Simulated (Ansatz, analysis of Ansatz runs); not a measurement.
# MnBr2 (P-3m1): does an added hole stay on Mn?

Aim: the energy barrier that a trapped hole meets when it moves from one Mn atom to another one nearby in MnBr2 (P-3m1). The model is a cell of 72 host atoms.

Program: Ansatz 0.2.0. Level of theory: plane-wave PAW DFT, PBEsol+U; relaxation of all atoms of a supercell at fixed charge in a uniform background; PAW set soft_1. Results are calculated unless marked as measured.

### 1. The starting structure

The cell holds 72 atoms: 24 Mn and 48 Br. Cell: a = 13.379 Å, b = 13.379 Å, c = 13.118 Å, α = 90.0°, β = 90.0°, γ = 120.0°. It derives from MnBr2 (space group P-3m1). Nearest the centre at fractional (0.583, 0.667, 0.500): Br61 at 1.88 Å, Br68 at 1.88 Å, Mn65 at 1.93 Å, Mn64 at 1.93 Å, Br33 at 3.32 Å, Br67 at 3.32 Å, Br62 at 3.32 Å, Br63 at 3.32 Å.

Hubbard terms: Mn d 5.0 eV. They were chosen, not fitted, to curb self-interaction in the shells named, the trial site's among them. The two sites are Mn64 and Mn65. The cell's shortest repeat is 13.1 Å. The host's moments were started ferromagnetic, high spin; both sites carry the same spin direction.

### 2. The cell without the carrier

The neutral cell is relaxed first, from small random displacements, so that bond lengths and moments with the carrier can be set beside those of a relaxed cell without it.

neutral.relax/input.yaml

```yaml
crystal:
  lattice:
    - [11.58698648, 6.68974965, 0.0]
    - [-11.58698638, 6.68974982, 0.0]
    - [0.0, 0.0, 13.11763908]
  atoms:
    - { symbol: Mn, position: [0.0, 0.0, 0.0], spin: 5.0 }
    - { symbol: Mn, position: [0.166667, 0.333333, 0.0], spin: 5.0 }
    - { symbol: Mn, position: [0.333333, 0.166667, 0.0], spin: 5.0 }
    - { symbol: Br, position: [0.0, 0.333333, 0.115361] }
    - { symbol: Br, position: [0.166667, 0.166667, 0.115361] }
    - { symbol: Br, position: [0.333333, 0.0, 0.115361] }
    - { symbol: Br, position: [0.0, 0.166667, 0.384639] }
    - { symbol: Br, position: [0.166667, 0.0, 0.384639] }
    - { symbol: Br, position: [0.333333, 0.333333, 0.384639] }
    - { symbol: Mn, position: [0.0, 0.0, 0.5], spin: 5.0 }
    - { symbol: Mn, position: [0.166667, 0.333333, 0.5], spin: 5.0 }
    - { symbol: Mn, position: [0.333333, 0.166667, 0.5], spin: 5.0 }
    - { symbol: Br, position: [0.0, 0.333333, 0.615361] }
    - { symbol: Br, position: [0.166667, 0.166667, 0.615361] }
    - { symbol: Br, position: [0.333333, 0.0, 0.615361] }
    - { symbol: Br, position: [0.0, 0.166667, 0.884639] }
    - { symbol: Br, position: [0.166667, 0.0, 0.884639] }
    - { symbol: Br, position: [0.333333, 0.333333, 0.884639] }
    - { symbol: Mn, position: [0.0, 0.5, 0.0], spin: 5.0 }
    - { symbol: Mn, position: [0.166667, 0.833333, 0.0], spin: 5.0 }
    - { symbol: Mn, position: [0.333333, 0.666667, 0.0], spin: 5.0 }
    - { symbol: Br, position: [0.0, 0.833333, 0.115361] }
    - { symbol: Br, position: [0.166667, 0.666667, 0.115361] }
    - { symbol: Br, position: [0.333333, 0.5, 0.115361] }
    - { symbol: Br, position: [0.0, 0.666667, 0.384639] }
    - { symbol: Br, position: [0.166667, 0.5, 0.384639] }
    - { symbol: Br, position: [0.333333, 0.833333, 0.384639] }
    - { symbol: Mn, position: [0.0, 0.5, 0.5], spin: 5.0 }
    - { symbol: Mn, position: [0.166667, 0.833333, 0.5], spin: 5.0 }
    - { symbol: Mn, position: [0.333333, 0.666667, 0.5], spin: 5.0 }
    - { symbol: Br, position: [0.0, 0.833333, 0.615361] }
    - { symbol: Br, position: [0.166667, 0.666667, 0.615361] }
    - { symbol: Br, position: [0.333333, 0.5, 0.615361] }
    - { symbol: Br, position: [0.0, 0.666667, 0.884639] }
    - { symbol: Br, position: [0.166667, 0.5, 0.884639] }
    - { symbol: Br, position: [0.333333, 0.833333, 0.884639] }
    - { symbol: Mn, position: [0.5, 0.0, 0.0], spin: 5.0 }
    - { symbol: Mn, position: [0.666667, 0.333333, 0.0], spin: 5.0 }
    - { symbol: Mn, position: [0.833333, 0.166667, 0.0], spin: 5.0 }
    - { symbol: Br, position: [0.5, 0.333333, 0.115361] }
    - { symbol: Br, position: [0.666667, 0.166667, 0.115361] }
    - { symbol: Br, position: [0.833333, 0.0, 0.115361] }
    - { symbol: Br, position: [0.5, 0.166667, 0.384639] }
    - { symbol: Br, position: [0.666667, 0.0, 0.384639] }
    - { symbol: Br, position: [0.833333, 0.333333, 0.384639] }
    - { symbol: Mn, position: [0.5, 0.0, 0.5], spin: 5.0 }
    - { symbol: Mn, position: [0.666667, 0.333333, 0.5], spin: 5.0 }
    - { symbol: Mn, position: [0.833333, 0.166667, 0.5], spin: 5.0 }
    - { symbol: Br, position: [0.5, 0.333333, 0.615361] }
    - { symbol: Br, position: [0.666667, 0.166667, 0.615361] }
    - { symbol: Br, position: [0.833333, 0.0, 0.615361] }
    - { symbol: Br, position: [0.5, 0.166667, 0.884639] }
    - { symbol: Br, position: [0.666667, 0.0, 0.884639] }
    - { symbol: Br, position: [0.833333, 0.333333, 0.884639] }
    - { symbol: Mn, position: [0.5, 0.5, 0.0], spin: 5.0 }
    - { symbol: Mn, position: [0.666667, 0.833333, 0.0], spin: 5.0 }
    - { symbol: Mn, position: [0.833333, 0.666667, 0.0], spin: 5.0 }
    - { symbol: Br, position: [0.5, 0.833333, 0.115361] }
    - { symbol: Br, position: [0.666667, 0.666667, 0.115361] }
    - { symbol: Br, position: [0.833333, 0.5, 0.115361] }
    - { symbol: Br, position: [0.5, 0.666667, 0.384639] }
    - { symbol: Br, position: [0.666667, 0.5, 0.384639] }
    - { symbol: Br, position: [0.833333, 0.833333, 0.384639] }
    - { symbol: Mn, position: [0.5, 0.5, 0.5], spin: 5.0 }
    - { symbol: Mn, position: [0.666667, 0.833333, 0.5], spin: 5.0 }
    - { symbol: Mn, position: [0.833333, 0.666667, 0.5], spin: 5.0 }
    - { symbol: Br, position: [0.5, 0.833333, 0.615361] }
    - { symbol: Br, position: [0.666667, 0.666667, 0.615361] }
    - { symbol: Br, position: [0.833333, 0.5, 0.615361] }
    - { symbol: Br, position: [0.5, 0.666667, 0.884639] }
    - { symbol: Br, position: [0.666667, 0.5, 0.884639] }
    - { symbol: Br, position: [0.833333, 0.833333, 0.884639] }
basis:
  ecutwfc: 420
  xc_grid: 2
hamiltonian:
  xc: pbesol
  hubbard:
    sites: [{ species: Mn, l: d, u_eff: 5.0 }]
    projectors: ortho-atomic
  pseudopotentials: { kind: paw, azcp: { folder: soft_1 }, xc_functional: pbe }
kpoints:
  mp_grid: { grid: [1, 1, 1] }
magnetization:
  spin_polarized: true
  initial_magnetization: 120
  spin_locking: { lock_magnetization: hard }
scf:
  occupations: { method: fermi_dirac, width: 0.01 }
  max_iter: 120
  lower_state_search: "off"
output:
  forces: true
relax:
  f_tol: 0.02
  max_steps: 70
  random_displacement: { amplitude: 0.04, seed: 9200 }
checkpoint:
  write: "../neutral.relax.run"
  compress: false
  write_wavefunctions: true
  write_every: 100000
```

Launch:

```sh
$ ansatz run input.yaml --threads 4 --pin off --max-ram 17899MiB --backend cpu --events-out ev --progress --plain --runs-dir out
```

Numbers of over 12 decimals in the logs are rounded to 6 here.

The program printed:

```text
[... repeated set-up lines and file paths are left out, and long positions are rounded to six places ...]
Engine: ansatz 0.2.0, aarch64-unknown-linux-gnu
Pseudopotentials: kind: paw
Pseudopotential: Mn, paw, valence charge 15, recommended cutoff 420 eV (normal), soft_1/Mn.paw.azcp
Pseudopotential: Br, paw, valence charge 7, recommended cutoff 420 eV (normal), soft_1/Br.paw.azcp
Functional definition: PBEsol
  exchange = pbesol_x
  correlation = pbesol_c
Crystal: 72 atoms, lattice volume = 2033.602 Å³
Basis set: ecut = 420 eV, 39799 PW (Γ), exchange–correlation on 180×180×180 points (8 copies of the dense FFT grid, shifted against one another)
Bands: 490, of which v1, the nominal top of the filled ones, is band 348 counted from 1 (347 counted from 0)
Symmetry: 1 space group operations
k-points: 1
Non-local potential: Mn, projectors of the file, l = 0: 3, l = 1: 2, l = 2: 3, l = 3: 1
Non-local potential: Br, projectors of the file, l = 0: 2, l = 1: 2, l = 2: 2
PAW form: soft (Blöchl's): semilocal exchange-correlation on the pseudo side does not see the compensation charge
PAW frozen core: Mn, regenerated for the run's functional, and the local potential with it (the file was generated under x = pbe(κ = 0.804, μ = 0.219515), c = pbe(β = 0.066725))
PAW frozen core: Br, regenerated for the run's functional, and the local potential with it (the file was generated under x = pbe(κ = 0.804, μ = 0.219515), c = pbe(β = 0.066725))
PAW one-centre angular grid: Mn, 590 points (default); XC on 64 Gauss nodes
PAW one-centre angular grid: Br, 110 points (default); XC on 64 Gauss nodes
[...]
[... 27 atoms left out ...]
  atom  61  Br    -0.00099488    -0.00027846     0.00035168
  atom  62  Br    -0.00113157    -0.00130795     0.00374247
  atom  63  Br     0.00070401    -0.00170413     0.00289401
  atom  64  Mn     0.00060767    -0.00093463     0.00334232
  atom  65  Mn     0.00081454     0.00312267    -0.00413554
  atom  66  Mn     0.00179286    -0.00188176     0.00289107
  atom  67  Br    -0.00116478     0.00183280    -0.00471082
  atom  68  Br    -0.00108581     0.00063856    -0.00338185
  [... 4 atoms left out ...]
  max |Σ_I F_I| component: 1.53e-5 eV/Å
--- Band table (eV) ---
  k-point 0 ↑: bands = ["-77.2874", "-77.2869", "-77.2868", "-77.2868", [... 482 left out ...] "11.5572", "11.6122", "11.6123", "11.7282"]
  k-point 0 ↓: bands = ["-72.3199", "-72.3194", "-72.3194", "-72.3194", [... 482 left out ...] "12.3754", "12.4885", "12.4885", "12.5814"]
Occupation matrices written to <dir>
--- Relaxed structure (4 steps of the walk, 4 accepted, 0 SCFs on fresh bases) ---
  F+E_penalty+E_count = -224233.39653621 eV   max|allowed force component| = 5.712e-3 eV/Å
  atoms:
    - { symbol: Mn, position: [-0.000343, -0.000341, -0.000708] }
    - { symbol: Mn, position: [0.166056, 0.332655, 6.357605018167944e-5] }
    [... 27 atoms left out ...]
    - { symbol: Mn, position: [0.333346, 0.666722, 0.500053] }
    [... 2 atoms left out ...]
    - { symbol: Br, position: [0.333601, 0.500105, 0.615925] }
    [... 27 atoms left out ...]
    - { symbol: Br, position: [0.500092, 0.666847, 0.383966] }
    - { symbol: Br, position: [0.666851, 0.500150, 0.383661] }
    - { symbol: Br, position: [0.833276, 0.833578, 0.383771] }
    - { symbol: Mn, position: [0.500197, 0.500145, 0.499663] }
    - { symbol: Mn, position: [0.666584, 0.833277, 0.500261] }
    - { symbol: Mn, position: [0.833494, 0.666973, 0.499565] }
    - { symbol: Br, position: [0.499946, 0.833305, 0.616213] }
    - { symbol: Br, position: [0.666818, 0.666624, 0.615929] }
    [... 4 atoms left out ...]
[key lines of the parts left out:]
SCF converged after 3 iterations
Magnetization: 120.0000 μB (408.0000 up, 288.0000 down)
Free energy (F): -224233.396536 eV
Fermi energy:    5.269624 (↑ 5.269624, ↓ 5.208982) eV
```

The job ended after 3.1 min (4 threads of Arm Neoverse V2, shared host; peak memory 5.1 GiB; 12 min of CPU time).

The largest displacement from an ideal site is 0.014 Å.

[end of part 1 of 2]

[Logs are printed without paths, hosts, clocks, repeated set-up lines and the standing remarks that a program may print on its own settings, such as how far it seeks lower states.]

[Hosts, paths, dates, database ids (printed as entryN), source tags and the programs' standing remarks are cut or masked in the printed files.]
